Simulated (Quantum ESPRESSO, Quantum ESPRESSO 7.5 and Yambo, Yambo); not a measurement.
## MoS2 (P6_3/mmc): G0W0 with Yambo, start to end

Aim: the G0W0 gap of MoS2 (P6_3/mmc) on PBE, step by step.

Program: Quantum ESPRESSO 7.5 and Yambo 5.3.0. Level of theory: PBE and many-body steps on it, plane waves. Results are calculated unless marked as measured.

The database entry behind the starting cell differs from later determinations by our own check (about 0.3 % long), so it need not match the best structure at ambient conditions.

## 1. The starting structure

Symmetry: P6_3/mmc, No. 194, hexagonal system. Conventional cell: a = 3.169 Å, b = 3.169 Å, c = 12.324 Å, α = 90.00°, β = 90.00°, γ = 120.00°. Nearest to Mo lie 6 S at 2.41 Å. S has 3 Mo at 2.41 Å nearest. Farther neighbours and most contacts between anions are not listed.

The cell and positions come from the Crystallography Open Database and are kept as given unless a step says otherwise.

## 2. Ground state

This step: Quantum ESPRESSO 7.5; DFT, PBE, plane waves, norm-conserving pseudopotentials.

The ground-state density comes first.

File pw.in:

```
&control
  calculation = 'scf'
  prefix = 'x'
  outdir = 'o'
  pseudo_dir = 'pseudo'
/
&system
  ibrav = 0
  nat = 6
  ntyp = 2
  ecutwfc = 72.0
  nbnd = 33
  force_symmorphic = .true.
/
&electrons
  conv_thr = 1e-10
  electron_maxstep = 80
  mixing_beta = 0.5
/
ATOMIC_SPECIES
  Mo 95.95 Mo.upf
  S 32.06 S.upf
CELL_PARAMETERS angstrom
  3.1690000000 -0.0000000000 0.0000000000
  -1.5845000000 2.7444345046 0.0000000000
  0.0000000000 0.0000000000 12.3240000000
ATOMIC_POSITIONS crystal
  Mo 0.3333333333 0.6666666667 0.2500000000
  Mo 0.6666666667 0.3333333333 0.7500000000
  S 0.3333333333 0.6666666667 0.6230000000
  S 0.6666666667 0.3333333333 0.1230000000
  S 0.3333333333 0.6666666667 0.8770000000
  S 0.6666666667 0.3333333333 0.3770000000
K_POINTS automatic
  6 6 2 0 0 0
```

Launch:

```sh
$ OMP_NUM_THREADS=1 mpirun -n 4 pw.x -nk 4 -in pw.in > pw.out
```

Output:

```text
Program PWSCF v.7.5 starts

     This program is part of the open-source Quantum ESPRESSO suite
     for quantum simulation of materials; please cite
         "P. Giannozzi et al., J. Phys.:Condens. Matter 21 395502 (2009);
         "P. Giannozzi et al., J. Phys.:Condens. Matter 29 465901 (2017);
         "P. Giannozzi et al., J. Chem. Phys. 152 154105 (2020);
     in publications or presentations arising from this work. More details at
     Message from routine setup:
     using ibrav=0 with symmetry is DISCOURAGED, use correct ibrav instead

     G-vector sticks info

     bravais-lattice index     =            0
     lattice parameter (alat)  =       5.9885  a.u.
     unit-cell volume          =     723.3082 (a.u.)^3
     number of atoms/cell      =            6
     number of atomic types    =            2
     number of electrons       =        52.00
     number of Kohn-Sham states=           33
     kinetic-energy cutoff     =      72.0000  Ry
     charge density cutoff     =     288.0000  Ry
     scf convergence threshold =      1.0E-10
     mixing beta               =       0.5000
     number of iterations used =            8  plain     mixing
     Exchange-correlation= PBE
                           (   1   4   3   4   0   0   0)

     celldm(1)=   5.988542  celldm(2)=   0.000000  celldm(3)=   0.000000
     celldm(4)=   0.000000  celldm(5)=   0.000000  celldm(6)=   0.000000

     crystal axes: (cart. coord. in units of alat)
               a(1) = (   1.000000  -0.000000   0.000000 )
               a(2) = (  -0.500000   0.866025   0.000000 )
               a(3) = (   0.000000   0.000000   3.888924 )

     reciprocal axes: (cart. coord. in units 2 pi/alat)
               b(1) = (  1.000000  0.577350 -0.000000 )
               b(2) = (  0.000000  1.154701 -0.000000 )
               b(3) = ( -0.000000 -0.000000  0.257141 )
     Pseudo is Norm-conserving + core correction, Zval = 14.0
     Generated using ONCVPSP code by D. R. Hamann
     Using radial grid of 1640 points,  6 beta functions with:
     Pseudo is Norm-conserving + core correction, Zval =  6.0
     Generated using ONCVPSP code by D. R. Hamann
     Using radial grid of 1146 points,  6 beta functions with:
     Mo               14.00    95.95000     Mo( 1.00)
     S                 6.00    32.06000     S ( 1.00)

     12 Sym. Ops., with inversion, found

   Cartesian axes

     site n.     atom                  positions (alat units)
         1        Mo     tau(   1) = (  -0.0000000   0.5773503   0.9722310  )
         2        Mo     tau(   2) = (   0.5000000   0.2886751   2.9166930  )
         3        S      tau(   3) = (  -0.0000000   0.5773503   2.4227996  )
         4        S      tau(   4) = (   0.5000000   0.2886751   0.4783376  )
         5        S      tau(   5) = (  -0.0000000   0.5773503   3.4105863  )
         6        S      tau(   6) = (   0.5000000   0.2886751   1.4661243  )

     number of k points=    14
                       cart. coord. in units 2pi/alat
        k(    1) = (   0.0000000   0.0000000   0.0000000), wk =   0.0277778
        k(    2) = (   0.0000000   0.0000000  -0.1285703), wk =   0.0277778
        k(    3) = (   0.0000000   0.1924501   0.0000000), wk =   0.1666667
        k(    4) = (   0.0000000   0.1924501  -0.1285703), wk =   0.1666667
        k(    5) = (   0.0000000   0.3849002   0.0000000), wk =   0.1666667
        k(    6) = (   0.0000000   0.3849002  -0.1285703), wk =   0.1666667
        k(    7) = (   0.0000000  -0.5773503   0.0000000), wk =   0.0833333
        k(    8) = (   0.0000000  -0.5773503  -0.1285703), wk =   0.0833333
        k(    9) = (   0.1666667   0.2886751   0.0000000), wk =   0.1666667
        k(   10) = (   0.1666667   0.2886751  -0.1285703), wk =   0.1666667
        k(   11) = (   0.1666667   0.4811252   0.0000000), wk =   0.3333333
        k(   12) = (   0.1666667   0.4811252  -0.1285703), wk =   0.3333333
        k(   13) = (   0.3333333   0.5773503   0.0000000), wk =   0.0555556
        k(   14) = (   0.3333333   0.5773503  -0.1285703), wk =   0.0555556

     Dense  grid:    59645 G-vectors     FFT dimensions: (  36,  36, 125)

     Initial potential from superposition of free atoms

     starting charge      51.9970, renormalised to      52.0000
     Starting wfcs are   36 randomized atomic wfcs

     per-process dynamical memory:    60.5 Mb

     Self-consistent Calculation

     iteration #  1     ecut=    72.00 Ry     beta= 0.50

     total energy              =    -369.39181156 Ry
     estimated scf accuracy    <       0.89879551 Ry

     iteration #  2     ecut=    72.00 Ry     beta= 0.50

     total energy              =    -369.29118575 Ry
     estimated scf accuracy    <       3.48339978 Ry

     iteration #  3     ecut=    72.00 Ry     beta= 0.50

     total energy              =    -369.78621538 Ry
     estimated scf accuracy    <       0.03605852 Ry

     iteration #  4     ecut=    72.00 Ry     beta= 0.50

     total energy              =    -369.79125011 Ry
     estimated scf accuracy    <       0.00839920 Ry

     iteration #  5     ecut=    72.00 Ry     beta= 0.50

     total energy              =    -369.79138923 Ry
     estimated scf accuracy    <       0.01031665 Ry

     iteration #  6     ecut=    72.00 Ry     beta= 0.50

     total energy              =    -369.79260483 Ry
     estimated scf accuracy    <       0.00094226 Ry

     iteration #  7     ecut=    72.00 Ry     beta= 0.50

     total energy              =    -369.79265672 Ry
     estimated scf accuracy    <       0.00009052 Ry

     iteration #  8     ecut=    72.00 Ry     beta= 0.50

     total energy              =    -369.79267663 Ry
     estimated scf accuracy    <       0.00000924 Ry

     iteration #  9     ecut=    72.00 Ry     beta= 0.50

     total energy              =    -369.79267772 Ry
     estimated scf accuracy    <       0.00000134 Ry

     iteration # 10     ecut=    72.00 Ry     beta= 0.50

     total energy              =    -369.79267789 Ry
     estimated scf accuracy    <       0.00000009 Ry

     iteration # 11     ecut=    72.00 Ry     beta= 0.50

     total energy              =    -369.79267792 Ry
     estimated scf accuracy    <       0.00000005 Ry

     iteration # 12     ecut=    72.00 Ry     beta= 0.50

     total energy              =    -369.79267793 Ry
     estimated scf accuracy    <          7.7E-10 Ry

     iteration # 13     ecut=    72.00 Ry     beta= 0.50

     total energy              =    -369.79267793 Ry
     estimated scf accuracy    <          6.2E-10 Ry

     iteration # 14     ecut=    72.00 Ry     beta= 0.50

     End of self-consistent calculation

          k = 0.0000 0.0000 0.0000 (  7437 PWs)   bands (ev):

   -50.5384 -50.5384 -24.6884 -24.6883 -24.4613 -24.4613 -24.4613 -24.4613
    -3.9616  -3.6916  -2.7522  -2.3099   4.1333   5.1658   7.5093   7.7226
     7.7226   7.7359   7.7359   8.8164   8.8164   8.8631   8.8631   9.8089
     9.8478  10.9922  13.0918  13.0918  13.1200  13.1200  13.2560  13.2560
    13.4279

          k = 0.0000 0.0000-0.1286 (  7394 PWs)   bands (ev):

   -50.5384 -50.5384 -24.6883 -24.6883 -24.4613 -24.4613 -24.4613 -24.4613
    -3.8469  -3.8469  -2.5134  -2.5134   4.5688   4.5688   7.7291   7.7291
     7.7291   7.7291   8.4343   8.4343   8.8397   8.8397   8.8397   8.8397
    10.7265  10.7265  13.0972  13.0972  13.0972  13.0972  13.3503  13.3503
    13.3503

          k = 0.0000 0.1925 0.0000 (  7442 PWs)   bands (ev):

   -50.5285 -50.5285 -24.6689 -24.6688 -24.5603 -24.5603 -24.4839 -24.4838
    -3.5570  -3.2955  -2.5591  -2.1681   4.5676   5.5623   6.8542   6.9304
     6.9989   7.7184   8.1219   8.1570   8.2525   8.3135   8.9356   9.8074
     9.8268  10.2214  12.4828  12.8459  12.8567  13.0505  13.0659  13.1601
    13.6279

          k = 0.0000 0.1925-0.1286 (  7432 PWs)   bands (ev):

     [... further k-points ...]

     highest occupied, lowest unoccupied level (ev):    10.9922   11.8810

!    total energy              =    -369.79267793 Ry
     estimated scf accuracy    <          3.7E-12 Ry

     The total energy is the sum of the following terms:
     one-electron contribution =    -171.31873366 Ry
     hartree contribution      =     107.97716453 Ry
     xc contribution           =     -66.75612105 Ry
     ewald contribution        =    -239.69498775 Ry

     convergence has been achieved in  14 iterations

     XML data file, charge density, pseudopotentials, collected wavefunctions

=------------------------------------------------------------------------------=
   JOB DONE.
=------------------------------------------------------------------------------=
```

It took 27 s on 4 MPI ranks of Arm Neoverse V1, shared host; peak memory 0.45 GiB; 1.8 min of CPU time.

This step gave:

* total energy: -5031.2857 eV
* gap: 0.8888 eV
* k of the valence top: 0, 0, 0
* k of the conduction bottom: 0.1667, 0.1667, 0
* least direct gap: 1.654 eV

The gap is indirect, with the least direct gap 0.77 eV higher.

## 3. Bands along the symmetry lines

The cheap functional maps the bands first; the places of the edges decide which points the dearer methods must see.

File pw.in:

```
&control
  calculation = 'bands'
  prefix = 'x'
  outdir = 'o'
  pseudo_dir = 'pseudo'
/
&system
  ibrav = 0
  nat = 6
  ntyp = 2
  ecutwfc = 72.0
  nbnd = 32
  force_symmorphic = .true.
/
&electrons
  conv_thr = 1e-9
  electron_maxstep = 80
  diago_full_acc = .true.
  diago_thr_init = 5e-6
/
ATOMIC_SPECIES
  Mo 95.95 Mo.upf
  S 32.06 S.upf
CELL_PARAMETERS angstrom
  3.1690000000 -0.0000000000 0.0000000000
  -1.5845000000 2.7444345046 0.0000000000
  0.0000000000 0.0000000000 12.3240000000
ATOMIC_POSITIONS crystal
  Mo 0.3333333333 0.6666666667 0.2500000000
  Mo 0.6666666667 0.3333333333 0.7500000000
  S 0.3333333333 0.6666666667 0.6230000000
  S 0.6666666667 0.3333333333 0.1230000000
  S 0.3333333333 0.6666666667 0.8770000000
  S 0.6666666667 0.3333333333 0.3770000000
K_POINTS crystal
  75
  0.00000000 0.00000000 0.00000000 1
  0.06250000 0.00000000 0.00000000 1
  0.12500000 0.00000000 0.00000000 1
  0.18750000 0.00000000 0.00000000 1
  0.25000000 0.00000000 0.00000000 1
  0.31250000 0.00000000 0.00000000 1
  0.37500000 0.00000000 0.00000000 1
  0.43750000 0.00000000 0.00000000 1
  0.50000000 0.00000000 0.00000000 1
  0.47916667 0.04166667 0.00000000 1
  0.45833333 0.08333333 0.00000000 1
  0.43750000 0.12500000 0.00000000 1
  0.41666666 0.16666666 0.00000000 1
  0.39583333 0.20833333 0.00000000 1
  0.37500000 0.25000000 0.00000000 1
  0.35416666 0.29166666 0.00000000 1
  0.33333333 0.33333333 0.00000000 1
  0.29166666 0.29166666 0.00000000 1
  0.25000000 0.25000000 0.00000000 1
  0.20833333 0.20833333 0.00000000 1
  0.16666666 0.16666666 0.00000000 1
  0.12500000 0.12500000 0.00000000 1
  0.08333333 0.08333333 0.00000000 1
  0.04166667 0.04166667 0.00000000 1
  0.00000000 0.00000000 0.00000000 1
  0.00000000 0.00000000 0.06250000 1
  0.00000000 0.00000000 0.12500000 1
  0.00000000 0.00000000 0.18750000 1
  0.00000000 0.00000000 0.25000000 1
  0.00000000 0.00000000 0.31250000 1
  0.00000000 0.00000000 0.37500000 1
  0.00000000 0.00000000 0.43750000 1
  0.00000000 0.00000000 0.50000000 1
  0.06250000 0.00000000 0.50000000 1
  0.12500000 0.00000000 0.50000000 1
  0.18750000 0.00000000 0.50000000 1
  0.25000000 0.00000000 0.50000000 1
  0.31250000 0.00000000 0.50000000 1
  0.37500000 0.00000000 0.50000000 1
  0.43750000 0.00000000 0.50000000 1
  0.50000000 0.00000000 0.50000000 1
  0.47916667 0.04166667 0.50000000 1
  0.45833333 0.08333333 0.50000000 1
  0.43750000 0.12500000 0.50000000 1
  0.41666666 0.16666666 0.50000000 1
  0.39583333 0.20833333 0.50000000 1
  0.37500000 0.25000000 0.50000000 1
  0.35416666 0.29166666 0.50000000 1
  0.33333333 0.33333333 0.50000000 1
  0.29166666 0.29166666 0.50000000 1
  0.25000000 0.25000000 0.50000000 1
  0.20833333 0.20833333 0.50000000 1
  0.16666666 0.16666666 0.50000000 1
  0.12500000 0.12500000 0.50000000 1
  0.08333333 0.08333333 0.50000000 1
  0.04166667 0.04166667 0.50000000 1
  0.00000000 0.00000000 0.50000000 1
  0.50000000 0.00000000 0.50000000 1
  0.50000000 0.00000000 0.43750000 1
  0.50000000 0.00000000 0.37500000 1
  0.50000000 0.00000000 0.31250000 1
  0.50000000 0.00000000 0.25000000 1
  0.50000000 0.00000000 0.18750000 1
  0.50000000 0.00000000 0.12500000 1
  0.50000000 0.00000000 0.06250000 1
  0.50000000 0.00000000 0.00000000 1
  0.33333333 0.33333333 0.50000000 1
  0.33333333 0.33333333 0.43750000 1
  0.33333333 0.33333333 0.37500000 1
  0.33333333 0.33333333 0.31250000 1
  0.33333333 0.33333333 0.25000000 1
  0.33333333 0.33333333 0.18750000 1
  0.33333333 0.33333333 0.12500000 1
  0.33333333 0.33333333 0.06250000 1
  0.33333333 0.33333333 0.00000000 1
```

Output:

```text
[banner, memory and clock lines left out]
Program PWSCF v.7.5 starts

     Atomic positions and unit cell read from directory:
     o/x.save/

     Message from routine setup:
     using ibrav=0 with symmetry is DISCOURAGED, use correct ibrav instead

     G-vector sticks info

     bravais-lattice index     =            0
     lattice parameter (alat)  =       5.9885  a.u.
     unit-cell volume          =     723.3082 (a.u.)^3
     number of atoms/cell      =            6
     number of atomic types    =            2
     number of electrons       =        52.00
     number of Kohn-Sham states=           32
     kinetic-energy cutoff     =      72.0000  Ry
     charge density cutoff     =     288.0000  Ry
     Exchange-correlation= PBE
                           (   1   4   3   4   0   0   0)

     celldm(1)=   5.988542  celldm(2)=   0.000000  celldm(3)=   0.000000
     celldm(4)=   0.000000  celldm(5)=   0.000000  celldm(6)=   0.000000

     crystal axes: (cart. coord. in units of alat)
               a(1) = (   1.000000  -0.000000   0.000000 )
               a(2) = (  -0.500000   0.866025   0.000000 )
               a(3) = (   0.000000   0.000000   3.888924 )

     reciprocal axes: (cart. coord. in units 2 pi/alat)
               b(1) = (  1.000000  0.577350 -0.000000 )
               b(2) = (  0.000000  1.154701 -0.000000 )
               b(3) = ( -0.000000 -0.000000  0.257141 )
     Pseudo is Norm-conserving + core correction, Zval = 14.0
     Generated using ONCVPSP code by D. R. Hamann
     Using radial grid of 1640 points,  6 beta functions with:
     Pseudo is Norm-conserving + core correction, Zval =  6.0
     Generated using ONCVPSP code by D. R. Hamann
     Using radial grid of 1146 points,  6 beta functions with:
     Mo               14.00    95.95000     Mo( 1.00)
     S                 6.00    32.06000     S ( 1.00)

     12 Sym. Ops., with inversion, found

   Cartesian axes

     site n.     atom                  positions (alat units)
         1        Mo     tau(   1) = (  -0.0000000   0.5773503   0.9722310  )
         2        Mo     tau(   2) = (   0.5000000   0.2886751   2.9166930  )
         3        S      tau(   3) = (  -0.0000000   0.5773503   2.4227996  )
         4        S      tau(   4) = (   0.5000000   0.2886751   0.4783376  )
         5        S      tau(   5) = (  -0.0000000   0.5773503   3.4105863  )
         6        S      tau(   6) = (   0.5000000   0.2886751   1.4661243  )

     number of k points=    75
                       cart. coord. in units 2pi/alat
        k(    1) = (   0.0000000   0.0000000   0.0000000), wk =   0.0266667
        k(    2) = (   0.0625000   0.0360844   0.0000000), wk =   0.0266667
        k(    3) = (   0.1250000   0.0721688   0.0000000), wk =   0.0266667
[...]
[... 63 further rows ...]
        k(   74) = (   0.3333333   0.5773503   0.0160713), wk =   0.0266667
        k(   75) = (   0.3333333   0.5773503   0.0000000), wk =   0.0266667

     Dense  grid:    59645 G-vectors     FFT dimensions: (  36,  36, 125)

     The potential is recalculated from file :
     o/x.save/charge-density

     Starting wfcs are   36 randomized atomic wfcs

     Band Structure Calculation

     End of band structure calculation

          k = 0.0000 0.0000 0.0000 (  7437 PWs)   bands (ev):

   -50.5384 -50.5384 -24.6885 -24.6883 -24.4613 -24.4613 -24.4613 -24.4613
    -3.9616  -3.6916  -2.7522  -2.3099   4.1333   5.1658   7.5093   7.7226
     7.7226   7.7359   7.7359   8.8164   8.8164   8.8631   8.8631   9.8089
[...]
k = 0.0625 0.0361 0.0000 (  7418 PWs)   bands (ev):

[...]
k = 0.1250 0.0722 0.0000 (  7444 PWs)   bands (ev):

[...]
k = 0.3333 0.5774 0.0161 (  7467 PWs)   bands (ev):

[...]
k = 0.3333 0.5774 0.0000 (  7476 PWs)   bands (ev):

[...]
6.0822   6.3466   6.7920   6.7920   7.2036   7.2036   8.2946   8.2947
    10.2282  10.3901  12.0440  12.0440  12.8356  13.8283  13.8285  13.8589

     XML data file, pseudopotentials, collected wavefunctions
```

Wall time 35 s (4 MPI ranks); peak memory 0.35 GiB; 2.3 min of CPU time.

This step gave:

```yaml
gap: 0.8888 eV
k_of_the_valence_top: 0, 0, 0
k_of_the_conduction_bottom: 0.1667, 0.1667, 0
least_direct_gap: 1.654 eV
```

The gap is 0.889 eV, as in the run before at this level.

The electronic bands at the labelled points (eV, zero at the top of the highest filled band):

```csv
point,band 23,band 24,band 25,band 26,band 27,band 28,band 29,band 30
Γ,-2.13,-1.18,-1.14,0.00,2.10,2.10,2.13,2.13
halfway,-2.30,-1.61,-1.49,-1.36,1.21,1.60,1.81,2.04
M,-1.73,-1.53,-1.40,-1.27,1.60,1.65,2.00,2.26
halfway,-2.78,-2.34,-1.08,-0.90,1.45,1.56,2.30,2.41
K,-2.70,-2.70,-0.76,-0.60,1.05,1.05,1.84,2.84
halfway,-1.80,-1.59,-1.48,-1.45,0.89,1.63,1.72,1.81
Γ,-2.13,-1.18,-1.14,0.00,2.10,2.10,2.13,2.13
halfway,-2.14,-1.83,-0.63,-0.06,2.10,2.10,2.12,2.12
A,-2.15,-2.15,-0.27,-0.27,2.10,2.10,2.10,2.10
halfway,-2.05,-2.05,-1.37,-1.37,1.55,1.55,1.69,1.69
L,-1.63,-1.63,-1.33,-1.33,1.62,1.62,2.14,2.14
halfway,-2.60,-2.60,-0.99,-0.99,1.51,1.51,2.34,2.34
H,-2.87,-2.87,-0.69,-0.69,1.05,1.05,2.30,2.30
halfway,-1.75,-1.75,-1.46,-1.46,1.22,1.22,1.82,1.82
A,-2.15,-2.15,-0.27,-0.27,2.10,2.10,2.10,2.10
jump to L,-1.63,-1.63,-1.33,-1.33,1.62,1.62,2.14,2.14
halfway,-1.70,-1.56,-1.38,-1.29,1.61,1.64,2.04,2.23
M,-1.73,-1.53,-1.40,-1.27,1.60,1.65,2.00,2.26
jump to H,-2.87,-2.87,-0.69,-0.69,1.05,1.05,2.30,2.30
halfway,-2.77,-2.77,-0.74,-0.63,1.05,1.05,1.97,2.68
K,-2.70,-2.70,-0.76,-0.60,1.05,1.05,1.84,2.84
```

[end of part 1 of 3]

[Paths, hosts, dates, memory and timing lines, banners, echoed tables and standing remarks are left out of the program output.]

[Logs are printed without paths, hosts, clocks, repeated set-up lines and the standing remarks that a program may print on its own settings, such as how far it seeks lower states.]

[Runs of the session that timed out or met a known fault of the program may be left out.]

[Hosts, paths, dates, database ids (printed as entryN), source tags and the programs' standing remarks are cut or masked in the printed files.]
